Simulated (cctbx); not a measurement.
# Accept or mend?

Cell a = 12.8440 Å, b = 12.8440 Å, c = 12.8440 Å, α = 90.00°, β = 90.00°, γ = 90.00°; space group Fm-3m (no. 225).

The data are simulated with cctbx, not measured: Mo Kα, λ = 0.71073 Å, to d = 0.65 Å, 80 % of the full sphere, strongest reflection 20000 counts, noise from counting, a 6 % proportional error and a noise floor of 4 counts (s.d.); no absorption.

An isotropic refinement with weights 1/σ² prints:

```text
Rint 0.056, 248 unique reflections to 0.65 A
cycle     R1     wR2    GooF  max shift (A)
   1  0.4139  0.7434  39.817   0.05322
  12  0.0115  0.0328   1.759   0.00396
final R1 0.0134 wR2 0.0495 GooF 2.652  parameters 7  data/parameter 35.4
atom        x        y        z      Ueq    occ   su(xyz)  su(Uiso or U11)
Bi1    0.00000  0.00000  0.00000   0.0061  1.000  0.00000  0.0001
Tl1    0.50000  0.00000  0.00000   0.0127  1.000  0.00000  0.0002
I1     0.00000  0.00000  0.76708   0.0124  1.000  0.00004  0.0001
Rb1    0.25000  0.75000  0.75000   0.0136  1.000  0.00000  0.0003
Rb2    0.37970  0.87970  0.87970   0.8684  1.000  0.00114  0.0188
difference map: max 1.48 min -1.30 rms 0.27
Q1    0.0000  0.0000  0.5000    4    1.48  0.00 A from Tl1
Q2    0.0000  0.0000  0.0000    4    0.94  0.00 A from Bi1
Q3    0.0000  0.0000  0.2371   24    0.70  0.05 A from I1
Q4    0.2500  0.2500  0.2500    8    0.66  0.00 A from Rb1
Q5    0.1943  0.1943  0.1943   32    0.65  1.24 A from Rb1
Q6    0.0462  0.0462  0.2973   96    0.53  1.18 A from I1
```

Q: Accept it or mend it, and why?

Mend it. The fault: spurious atom: Rb2. Against the right model at the same level, R1 goes from 0.0082 to 0.0134 and GooF from 0.90 to 2.65, Rb2 takes U = 0.87 Å² and the top difference peak, 1.5 e/Å³, lies on Tl1. A site with no density behind it hides by a very large U or drifts. The fit had not settled when the cycles ran out.

The compound is Rb2TlBiI6. The right model at the same level gives:

```text
Rint 0.056, 248 unique reflections to 0.65 A
cycle     R1     wR2    GooF  max shift (A)
   1  0.1277  0.2962  15.799   0.01549
   2  0.0082  0.0169   0.900   0.00000
final R1 0.0082 wR2 0.0169 GooF 0.900  parameters 5  data/parameter 49.6
atom        x        y        z      Ueq    occ   su(xyz)  su(Uiso or U11)
Bi1    0.00000  0.00000  0.00000   0.0062  1.000  0.00000  0.0000
Tl1    0.50000  0.00000  0.00000   0.0128  1.000  0.00000  0.0001
I1     0.00000  0.00000  0.76709   0.0125  1.000  0.00002  0.0000
Rb1    0.25000  0.75000  0.75000   0.0138  1.000  0.00000  0.0001
difference map: max 0.36 min -0.76 rms 0.12
Q1    0.1936  0.1936  0.1936   32    0.40  1.25 A from Rb1
Q2    0.0532  0.0532  0.3045   96    0.35  1.33 A from I1
Q3    0.0591  0.0591  0.4409   32    0.34  1.31 A from Tl1
Q4    0.0000  0.0978  0.3139   96    0.33  1.63 A from I1
Q5    0.1313  0.1313  0.3687   32    0.31  2.64 A from Rb1
Q6    0.0499  0.2036  0.2964   96    0.31  2.70 A from Rb1
```

The model was made for the exercise: a known structure type with other elements put in, its volume estimated, not relaxed; displacement parameters are assumed.

[Middle refinement cycles are left out of these outputs.]

[Logs are printed without paths, hosts, clocks, repeated set-up lines and the standing remarks that a program may print on its own settings, such as how far it seeks lower states.]
